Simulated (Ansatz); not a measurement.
# B2Pd (built on the sites of a database entry of Ga2Pt): following an unstable mode

Aim: this structure of B2Pd (built on the sites of a database entry of Ga2Pt) is to be tested for unstable modes, and one is followed downhill.

Main program and level: Ansatz 0.2.0; DFT PBEsol, scalar-relativistic, plane waves, norm-conserving pseudopotentials.

The structure was built from a prototype and need not be the compound's stable phase.

## 1. The structure

Symmetry: Fm-3m, No. 225, cubic system. The conventional cell has a = 5.006 Å, b = 5.006 Å, c = 5.006 Å, α = 90.00°, β = 90.00°, γ = 90.00°. Nearest to B lie 4 Pd at 2.17 Å. Nearest to Pd lie 8 B at 2.17 Å. Farther neighbours are not listed.

## 2. Response at finite wavevector

The cell comes from relaxations at this level that are not shown. Stability and thermal properties need the whole zone. Linear response on a 4×4×4 q mesh gives force constants as far as a supercell of that size would.

input.yaml reads:

```yaml
crystal:
  lattice:
    - [0.0, 2.5027582936, 2.5027582936]
    - [2.5027582936, 0.0, 2.5027582936]
    - [2.5027582936, 2.5027582936, 0.0]
  atoms:
    - { symbol: B, position: [0.25, 0.25, 0.25] }
    - { symbol: B, position: [0.75, 0.75, 0.75] }
    - { symbol: Pd, position: [0.0, 0.0, 0.0] }
kpoints:
  mp_grid: { grid: [12, 12, 12] }
hamiltonian:
  xc: pbesol
  pseudopotentials: { kind: nc }
scf:
  occupations: { method: methfessel_paxton, width: 0.15 }
output:
  eigenvalues: true
phonons:
  method: dfpt
  qmesh: [4, 4, 4]
  temperatures: { t_max: 1000, t_step: 50 }
  qpath:
    path:
      - [[0.0, 0.0, 0.0], [0.5, 0.0, 0.5], [0.625, 0.25, 0.625]]
      - [[0.375, 0.375, 0.75], [0.0, 0.0, 0.0], [0.5, 0.5, 0.5], [0.5, 0.25, 0.75], [0.5, 0.0, 0.5]]
    npoints: 10
```

Started as:

```
$ ansatz run input.yaml --threads 4 --pin off --max-ram 7168MiB --backend cpu --events-out ev --progress --plain --runs-dir out
```

Numbers of over 12 decimals in the logs are rounded to 6 here.

Output:

```text
Warning: phonons: the dynamical matrix that this run interpolates holds no multipole term above the dipole-dipole one, and a site of this crystal is no centre of inversion, so its interpolated transverse optical and acoustic branches and sound speeds can stay off near Gamma, and the density of states and the thermodynamics with them. What a run solves at a wave vector of phonons.qpoints, Gamma apart, where the deck admits one, is free of this, and under fd what a larger phonons.supercell samples
Engine: ansatz 0.2.0, aarch64-unknown-linux-gnu
Pseudopotentials: kind: nc
Pseudopotential: B, nc, valence charge 3, recommended cutoff 1034.032677 eV (normal), B.nc.azcp (PseudoDojo's, or run here from an input of PseudoDojo's: the run reads no file of this project's for it)
Pseudopotential: Pd, nc, valence charge 18, recommended cutoff 1115.666836 eV (normal), Pd.nc.azcp (PseudoDojo's, or run here from an input of PseudoDojo's: the run reads no file of this project's for it)
Functional definition: PBEsol
  exchange = pbesol_x
  correlation = pbesol_c
Crystal: 3 atoms, lattice volume = 31.354 Å³
Basis set: ecut = 1115.666836 eV, 2685 PW (Γ), exchange–correlation on 80×80×80 points (8 copies of the dense FFT grid, shifted against one another)
Bands: 16, of which v1, the nominal top of the filled ones, is band 12 counted from 1 (11 counted from 0)
Symmetry: 48 space group operations
k-points: 72 of 1728
Non-local potential: B, projectors of the file, l = 0: 2, l = 1: 2
Non-local potential: Pd, projectors of the file, l = 0: 2, l = 1: 2, l = 2: 2
Initial density: superposition of atomic densities (chi_scale 0.1, normalization cell, long waves kept (reshape's long-wave potential 0.00 eV rms))
Initial wavefunctions: pseudopotential atomic-orbital guess
Functional: x = pbesol(κ = 0.804, μ = 0.123457), c = pbesol(β = 0.046)
SCF iter   1: F=—  HF=-3833.009312 eV  |F-HF|=—  |Δ(HF+E_count)|=         —  Δρ=2.85e-1  dr2=3.22e1  ethr=3.10e-3  ⟨swp⟩=7.5  Hψ=7149  notcnv=0
preconditioner: auto → Kerker (q_TF=auto, 2.609 Å⁻¹)  [metal: Δε(μ)=0.057 eV  Ē_g=8.389 eV  σ=0.150 eV  W_gap=0.31  n_scr=14 (ndim 8)  ℏωp=26.5 eV  f_vac=0.000  D(μ)=1.83/eV (n_scr^D=14)]
SCF iter   2: F=—  HF=-3827.581882 eV  |F-HF|=—  |Δ(HF+E_count)|=    5.43e0  S|Δr|=    0.00e0  Δρ=8.14e-2  dr2=9.67e-1  ethr=3.10e-3  ⟨swp⟩=6.1  Hψ=4195  notcnv=0  defer=9
preconditioner: auto → none  [insulator: Δε(μ)=0.132 eV  Ē_g=9.479 eV  σ=0.150 eV  W_gap=0.64  n_scr=14 (ndim 8)  ℏωp=26.5 eV  f_vac=0.000  D(μ)=0.67/eV (n_scr^D=0)  ε∞_Penn≈8.8]
SCF iter   3: F=—  HF=-3827.339505 eV  |F-HF|=—  |Δ(HF+E_count)|=   2.42e-1  S|Δr|=    0.00e0  Δρ=2.52e-2  dr2=4.92e-2  ethr=3.10e-3  ⟨swp⟩=3.9  Hψ=3133  notcnv=0  defer=28
SCF iter   4: F=—  HF=-3827.327911 eV  |F-HF|=—  |Δ(HF+E_count)|=   1.16e-2  S|Δr|=    0.00e0  Δρ=4.08e-3  dr2=3.09e-3  ethr=2.05e-4  ⟨swp⟩=2.5  Hψ=2303  notcnv=0  defer=26
SCF iter   5: F=—  HF=-3827.327547 eV  |F-HF|=—  |Δ(HF+E_count)|=   3.65e-4  S|Δr|=    0.00e0  Δρ=5.98e-4  dr2=1.13e-4  ethr=1.29e-5  ⟨swp⟩=2.2  Hψ=1529  notcnv=0  defer=26
SCF iter   6: F=—  HF=-3827.327533 eV  |F-HF|=—  |Δ(HF+E_count)|=   1.37e-5  S|Δr|=    0.00e0  Δρ=1.37e-4  dr2=4.77e-6  ethr=4.69e-7  ⟨swp⟩=3.4  Hψ=2325  notcnv=0  defer=26
SCF iter   7: F=—  HF=-3827.327531 eV  |F-HF|=—  |Δ(HF+E_count)|=   2.55e-6  S|Δr|=    0.00e0  Δρ=6.35e-6  dr2=3.80e-9  ethr=1.99e-8  ⟨swp⟩=2.8  Hψ=2112  notcnv=0  defer=26
SCF iter   8: F=—  HF=-3827.327530 eV  |F-HF|=—  |Δ(HF+E_count)|=   7.02e-7  S|Δr|=    0.00e0  Δρ=1.44e-6  dr2=8.42e-10  ethr=1.58e-11  ⟨swp⟩=3.5  Hψ=2877  notcnv=0  defer=26
SCF iter   9: F=-3827.327530 eV  HF=-3827.327530 eV  |F-HF|=6.37e-12  |Δ(HF+E_count)|=  1.85e-10  S|Δr|=    0.00e0  Δρ=2.16e-7  dr2=9.28e-12  ethr=1.00e-12  ⟨swp⟩=13.1  Hψ=10276  notcnv=0
SCF 1 converged in 9 iterations: F = -3827.327530 eV  dr2 = 9.28e-12
Initial density: read from a saved state, or passed on in memory by an earlier SCF of this step, an earlier step, the calling program or the single point that the run made first
iter 1 solved again at ethr=1.54e-8 eV; its pass at ethr=3.10e-3 eV (dr2=3.70e-6 eV) is discarded
SCF iter   1: F=—  HF=-3827.327530 eV  |F-HF|=—  |Δ(HF+E_count)|=         —  Δρ=4.54e-7  dr2=3.98e-11  ethr=1.54e-8  ⟨swp⟩=6.5  Hψ=13383  notcnv=0
eigensolver tolerance schedule: the retry pair's looser diagonalisation over-reported the residual by 92868.71 of it (diagonalisation noise at 0.86 of the residual, at the tolerance the schedule requests for it); recorded, not acted on — ethr = c·dr2/N_el stays at c = 1.0e-1
preconditioner: auto → Kerker (q_TF=auto, 2.609 Å⁻¹)  [metal: Δε(μ)=0.029 eV  Ē_g=9.313 eV  σ=0.150 eV  W_gap=0.16  n_scr=14 (ndim 8)  ℏωp=26.5 eV  f_vac=0.003  D(μ)=0.76/eV (n_scr^D=0)]
SCF iter   2: F=—  HF=-3827.327530 eV  |F-HF|=—  |Δ(HF+E_count)|=   4.36e-7  S|Δr|=    0.00e0  Δρ=2.02e-7  dr2=3.88e-12  ethr=1.00e-12  ⟨swp⟩=7.4  Hψ=8015  notcnv=0
SCF iter   3: F=-3827.327530 eV  HF=-3827.327530 eV  |F-HF|=4.55e-13  |Δ(HF+E_count)|=  4.55e-13  S|Δr|=    0.00e0  Δρ=1.18e-7  dr2=1.17e-12  ethr=1.00e-12  ⟨swp⟩=1.5  Hψ=2837  notcnv=0
SCF 2 converged in 3 iterations: F = -3827.327530 eV  dr2 = 1.17e-12
phonons: the bands overlap, so this run is a metal and interpolates without the dipole-dipole term. If the crystal is really an insulator or semiconductor, its LO-TO splitting is missing
NSCF: frozen V_eff on 72 k-points
NSCF: frozen V_eff on 163 k-points
DFPT response loops at q = (0, 0, 0) (fractional): preconditioner auto → Kerker (q_TF=auto, 2.609 Å⁻¹) (partly filled bands, converged f_vac=0.003); β = 1.00, the filter's whole step (`scf.mixing.beta` (0.50) is not read by the response loops under this deck's `scf.mixing.preconditioner`; to damp them name `kerker` or `kerker_dos`, under which they read `scf.mixing.beta`, and type it under 1.00, their step now; both keys bind the ground state too); Broyden in place of MSR1
NSCF: frozen V_eff on 1872 k-points
DFPT response loops at q = (0, 0, 0.25) (fractional): mixed as the last ones told, above
NSCF: frozen V_eff on 952 k-points
DFPT response loops at q = (0, 0, -0.5) (fractional): mixed as the last ones told, above
NSCF: frozen V_eff on 1020 k-points
DFPT response loops at q = (0, 0.25, 0.25) (fractional): mixed as the last ones told, above
NSCF: frozen V_eff on 3456 k-points
DFPT response loops at q = (0, 0.25, -0.5) (fractional): mixed as the last ones told, above
phonons.qmesh, q = [0.0000, 0.2500, -0.5000]: its response loops start from zero, take more passes and end by a threshold: the memory limit or budget leaves too little room for the subspace of the ground state's own states beside the solves, or none could be made (phonons.method)
NSCF: frozen V_eff on 1872 k-points
DFPT response loops at q = (0, 0.25, -0.25) (fractional): mixed as the last ones told, above
NSCF: frozen V_eff on 560 k-points
DFPT response loops at q = (0, -0.5, -0.5) (fractional): mixed as the last ones told, above
NSCF: frozen V_eff on 1020 k-points
DFPT response loops at q = (0.25, -0.5, -0.25) (fractional): mixed as the last ones told, above
SCF converged after 9 iterations
Stability not checked: this state was not tested for a lower state beside it, because cold or Methfessel-Paxton smearing, or corrected tetrahedra, fill the levels in a way that the test cannot read (fill_not_monotonic; see scf.lower_state_search)
Free energy (F): -3827.327530 eV
Harris-Foulkes:  -3827.327530 eV  (|F-HF|=6.37e-12)
Internal energy: -3827.329624 eV  (E = F + TS)
E sigma→0 (E₀):  -3827.328054 eV
Entropy (-TS):   0.002095 eV (0.698 meV/atom)
Fermi energy:    14.257622 eV
--- Per-component energies (eV) ---
  E_band       = -224.098148
  E_kinetic    = 1328.689045
  E_local      = -3041.562225  (includes V_loc(G=0)·N_el)
  E_nonlocal   = 39.360591
  E_hartree    = 999.698231
  E_xc         = -620.739234
  E_vxc        = -549.981953  (∫ρ·V_xc dr)
  E_ewald      = -2532.776033
  E_smearing   = 0.002095  (= −TS)
  E_closure    = -0.000000  (closes the sum)
  Σ components = -3827.327530   (vs F -3827.327530, Δ=0.00e0)
--- Band table (eV; the first three rows and the last of 72) ---
  k-point 0: bands = [... 8 lower, 10.1132, 10.1132, 15.1583, 18.8945, 18.8945, 18.8945, 19.4141, 19.4141]
  k-point 1: bands = [... 8 lower, 10.0812, 10.0812, 15.3124, 18.1110, 18.6020, 18.6020, 19.3394, 19.4044]
  k-point 2: bands = [... 8 lower, 10.0155, 10.0155, 15.4628, 16.7312, 17.8347, 17.8347, 19.2131, 19.4471]
  k-point 71: bands = [... 8 lower, 9.7665, 10.7853, 10.7853, 11.2374, 13.2913, 19.3030, 19.3030, 20.9342]
--- Phonons (Γ-DFPT): 2 representative perturbations + reference (Σ response iterations 5) ---
  ASR residual: 5.037e-4 → 0.000e0 eV/Å²; symmetrization residual: 1.877e-7 eV/Å²
  ASR residual per site (eV/Å²): 3.60e-5 3.60e-5 5.04e-4
  Γ frequencies (cm⁻¹): 0.00 0.00 0.00 200.31 200.31 200.31 382.63 382.63 382.63
--- Phonons (arbitrary-q DFPT): 8 irreducible q on the 4×4×4 mesh ---
  q = [0.0000, 0.0000, 0.0000] (star 1, of the zone-centre solve; hermiticity 3.88e-8, symmetrization 1.13e-14): -0.00 0.00 0.00 200.31 200.31 200.31 382.63 382.63 382.63
  q = [0.0000, 0.0000, 0.2500] (star 8, 2 solved perturbations on 936 of 1728 k-point pairs; hermiticity 1.50e-7, symmetrization 4.60e-13, the responses' own estimated error 3.8e-5 eV/Å²): -166.36 -126.11 -126.11 271.96 271.96 298.39 388.84 388.84 416.35
  q = [0.0000, 0.0000, -0.5000] (star 4, 2 solved perturbations on 476 of 1728 k-point pairs; hermiticity 1.58e-7, symmetrization 6.11e-8, the responses' own estimated error 3.9e-5 eV/Å²): -123.04 -123.04 -100.80 347.06 369.69 369.69 401.46 401.46 462.18
  q = [0.0000, 0.2500, 0.2500] (star 6, 4 solved perturbations in 1608 linear systems a pass and spin channel, the states on 510 of 1728 k-point pairs; hermiticity 9.93e-8, symmetrization 6.13e-13, the responses' own estimated error 4.7e-5 eV/Å²): -185.63 -185.63 118.42 285.40 321.46 321.46 351.50 426.65 426.65
  q = [0.0000, 0.2500, -0.5000] (star 24, 4 solved perturbations in 5328 linear systems a pass and spin channel, the states on 1728 of 1728 k-point pairs; hermiticity 9.39e-7, symmetrization 3.88e-13): -231.57 -178.01 109.00 324.07 333.86 334.83 370.38 439.03 460.09
  q = [0.0000, 0.2500, -0.2500] (star 12, 4 solved perturbations in 2892 linear systems a pass and spin channel, the states on 936 of 1728 k-point pairs; hermiticity 1.15e-7, symmetrization 3.62e-13, the responses' own estimated error 4.2e-5 eV/Å²): -146.93 -140.81 -104.51 344.73 348.26 354.06 395.82 435.36 447.41
  q = [0.0000, -0.5000, -0.5000] (star 3, 4 solved perturbations in 886 linear systems a pass and spin channel, the states on 280 of 1728 k-point pairs; hermiticity 6.05e-8, symmetrization 1.20e-8, the responses' own estimated error 3.4e-5 eV/Å²): -193.65 -193.65 174.85 337.89 337.89 342.05 400.83 466.07 466.07
  q = [0.2500, -0.5000, -0.2500] (star 6, 4 solved perturbations in 1544 linear systems a pass and spin channel, the states on 510 of 1728 k-point pairs; hermiticity 1.15e-7, symmetrization 3.24e-8, the responses' own estimated error 4.0e-5 eV/Å²): -266.40 73.77 73.77 338.34 362.99 364.85 407.68 407.68 488.26
  sum rule: each row above includes the acoustic sum rule's correction from the zone centre's row sums; it moved no ω² by more than (1.13 cm⁻¹)²
  mesh force constants: q→R imaginary residual 6.71e-18; ASR residual 5.037e-4 → 0.000e0 eV/Å²; symmetrization residual 6.217e-15 eV/Å²
  interpolated dispersion: 62 rows × 9 modes
  density of states and harmonic sums: on the 24×24×24 q-mesh, interpolated from the force constants of a 4×4×4 supercell (no non-analytic term)
  largest difference from the sums on the solved wave vectors: F 4.24e-3 eV, S 1.12e-5 and C_V 6.88e-6 eV/K
  zero-point energy: 0.143028 eV/cell   skipped modes (ω ≤ 0): 986, of them read as no rigid motion or as one in doubt: 983 (2.377e0 modes/cell left out, lowest -266.40 cm⁻¹)   left out of the sums: 2.64e-1 of the cell's modes: C_V's classical limit lies that fraction below 3 k_B per atom; for a crystal, a wire or a layer, F and S can be off by more, and a phonons.interpolated_qmesh denser along its periods is the remedy for the sampling
```

The job ended after 13 min (4 threads of Arm Neoverse V2, shared host; peak memory 5 GiB).

Numbers from this step:

```
volume per atom                                         : 10.45 Å³
gap on the k-mesh                                       : 0 eV
sum-rule residual before enforcement                    : 5.04e-4 eV/Å²
lowest frequency on the path                            : -266.4 cm⁻¹
point group                                             : m-3m
highest frequency on the path or at a solved wavevector : 488.3 cm⁻¹
highest optical mode at the zone centre (no LO-TO term) : 382.6 cm⁻¹
lowest optical zone-centre mode                         : 200.3 cm⁻¹
lowest mode on the q mesh (acoustic modes at Γ apart)   : -266.4 cm⁻¹
```

Frequencies (cm⁻¹) solved at each irreducible wavevector; negative means imaginary. Frequencies by wavevector, by row:

```
q in reciprocal lattice units  star  mode 1  mode 2  mode 3  mode 4  mode 5  mode 6  mode 7  mode 8  mode 9
                        0 0 0     1       0       0       0   200.3   200.3   200.3   382.6   382.6   382.6
                     0 0 0.25     8  -166.4  -126.1  -126.1     272     272   298.4   388.8   388.8   416.4
                     0 0 -0.5     4    -123    -123  -100.8   347.1   369.7   369.7   401.5   401.5   462.2
                  0 0.25 0.25     6  -185.6  -185.6   118.4   285.4   321.5   321.5   351.5   426.6   426.6
                  0 0.25 -0.5    24  -231.6    -178     109   324.1   333.9   334.8   370.4     439   460.1
                 0 0.25 -0.25    12  -146.9  -140.8  -104.5   344.7   348.3   354.1   395.8   435.4   447.4
                  0 -0.5 -0.5     3  -193.7  -193.7   174.8   337.9   337.9   342.1   400.8   466.1   466.1
              0.25 -0.5 -0.25     6  -266.4    73.8    73.8   338.3     363   364.9   407.7   407.7   488.3
```

Interpolated from a 4×4×4 q mesh. Phonon branches along the path, in cm⁻¹:

```
    point  branch 1  branch 2  branch 3  branch 4  branch 5  branch 6  branch 7  branch 8  branch 9
        Γ         0         0         0       200       200       200       383       383       383
  halfway      -186      -186       118       285       322       322       352       427       427
        X      -194      -194       175       338       338       342       401       466       466
  halfway      -217      -189       164       337       338       344       380       460       472
        U      -235      -178       129       336       336       357       367       451       473
jump to K      -235      -178       129       336       336       357       367       451       473
  halfway      -159      -120      -115       316       316       324       369       424       431
        Γ         0         0         0       200       200       200       383       383       383
  halfway      -166      -126      -126       272       272       298       389       389       416
        L      -123      -123      -101       347       370       370       402       402       462
  halfway      -227       -94       -76       333       343       347       403       421       466
        W      -266        74        74       338       363       365       408       408       488
  halfway      -240      -160       154       337       347       349       372       453       478
        X      -194      -194       175       338       338       342       401       466       466
```

The phonon branches as a text plot (rows in cm⁻¹):

```
    473 |           *********                   *****************
    441 |      *****    *********            ***            **
    410 |   ***     ***     *** ****       ** **************    *
    378 |******   **   ** **   ***************  ***      *******
    347 |      * ***************               ******************
    315 |    *******            **           **
    284 |   *  *                 ***       **
    252 |  * **                  ****    ***
    221 | *                       ** *  ***
    190 |****        *              *****                       *
    158 |        **** ***                                    ***
    127 |      **        **                                 *
     95 |   ***            *                               *
     64 |  *                                             **
     32 | *                 *                           *
      1 |*                            **                   *
    -31 |                           **  *               *
    -62 | *                       ** *  *             **
    -93 |                    **  *   *   **     *******
   -125 |  *                   ******    * **********       **
   -156 |   *              **** * **      *****    *
   -188 |    ************** *    *                  *         ***
   -219 |              **  *                         **       **
   -251 |                **                            *******
         Γ           X  U|K            Γ         L        W     X
```

Symmetry leaves 8 wavevectors to solve. The lowest mode among them, the acoustic zeros apart, lies at q = (0.25, -0.5, -0.25) and is imaginary, 266.4i cm⁻¹, so the energy falls along it.

## 3. The mode frozen in, largest atomic shift 0 Å

The mode followed lies at q = (0.25, -0.5, -0.25) with frequency 266.4i cm⁻¹, the softest among the wavevectors solved. At small amplitude the distorted cell has space group no. 141 by a symmetry search on the positions. The undistorted cell that holds it gives the zero of energy on the same k mesh.

System of this step: B2Pd (built on the sites of a database entry of Ga2Pt). The structure is cubic, space group Fm-3m (No. 225). Conventional cell: a = 5.006 Å, b = 5.006 Å, c = 5.006 Å, α = 90.00°, β = 90.00°, γ = 90.00°. B has 4 Pd at 2.17 Å nearest. Pd has 8 B at 2.17 Å nearest. Farther neighbours are not listed.

input.yaml reads:

```yaml
crystal:
  lattice:
    - [0.0, 0.0, -5.0055165873]
    - [5.0055165873, 0.0, 0.0]
    - [2.5027582936, -5.0055165873, -2.5027582936]
  atoms:
    - { symbol: B, position: [0.625, 0.625, 0.25] }
    - { symbol: B, position: [0.125, 0.125, 0.25] }
    - { symbol: B, position: [0.375, 0.875, 0.75] }
    - { symbol: B, position: [0.875, 0.375, 0.75] }
    - { symbol: B, position: [0.375, 0.375, 0.75] }
    - { symbol: B, position: [0.875, 0.875, 0.75] }
    - { symbol: B, position: [0.125, 0.625, 0.25] }
    - { symbol: B, position: [0.625, 0.125, 0.25] }
    - { symbol: Pd, position: [0.75, 0.25, 0.5] }
    - { symbol: Pd, position: [0.25, 0.75, 0.5] }
    - { symbol: Pd, position: [0.5, 0.5, 0.0] }
    - { symbol: Pd, position: [1.0, 0.0, 1.0] }
kpoints:
  mp_grid: { grid: [8, 8, 8] }
hamiltonian:
  xc: pbesol
  pseudopotentials: { kind: nc }
scf:
  occupations: { method: methfessel_paxton, width: 0.15 }
output:
  forces: true
  stress: true
  eigenvalues: true
```

Output:

```text
[...]
Crystal: 12 atoms, lattice volume = 125.414 Å³
Basis set: ecut = 1115.666836 eV, 10647 PW (Γ), exchange–correlation on 120×120×144 points (8 copies of the dense FFT grid, shifted against one another)
Bands: 60, of which v1, the nominal top of the filled ones, is band 48 counted from 1 (47 counted from 0)
Symmetry: 64 space group operations
[...]
k-points: 59 of 512
[...]
k-point 0: bands = [... 44 lower, 11.4922, 11.4922, 12.0150, 13.2914, 13.2914, 15.1578, 17.6585, 18.8940, ... 8 higher]
  k-point 1: bands = [... 44 lower, 11.8862, 11.8862, 12.2780, 13.1888, 13.1888, 15.2810, 17.5958, 18.4605, ... 8 higher]
  k-point 2: bands = [... 44 lower, 12.7319, 12.7319, 12.8824, 12.8824, 13.0161, 15.6213, 17.3933, 17.3933, ... 8 higher]
  k-point 58: bands = [... 44 lower, 14.1565, 14.1565, 14.1565, 14.1565, 15.2322, 15.2322, 15.2322, 15.2322, ... 8 higher]
[key lines of the parts left out:]
SCF converged after 8 iterations
Free energy (F): -15309.323527 eV
Fermi energy:    14.263695 eV
P = ⅓ Tr σ = -0.1379 GPa (-1.379 kbar)
```

Wall time 25 s (4 threads); peak memory 1.6 GiB; 99 s of CPU time.

This step gave:

| Quantity | Value |
| --- | --- |
| pressure | -0.1379 GPa |
| energy from the undistorted cell | 0 meV/atom |

The run ends at a pressure of -0.14 GPa.

(Part 1 of 2 ends here.)

[Logs are printed without paths, hosts, clocks, repeated set-up lines and the standing remarks that a program may print on its own settings, such as how far it seeks lower states.]

[Hosts, paths, dates, database ids (printed as entryN), source tags and the programs' standing remarks are cut or masked in the printed files.]
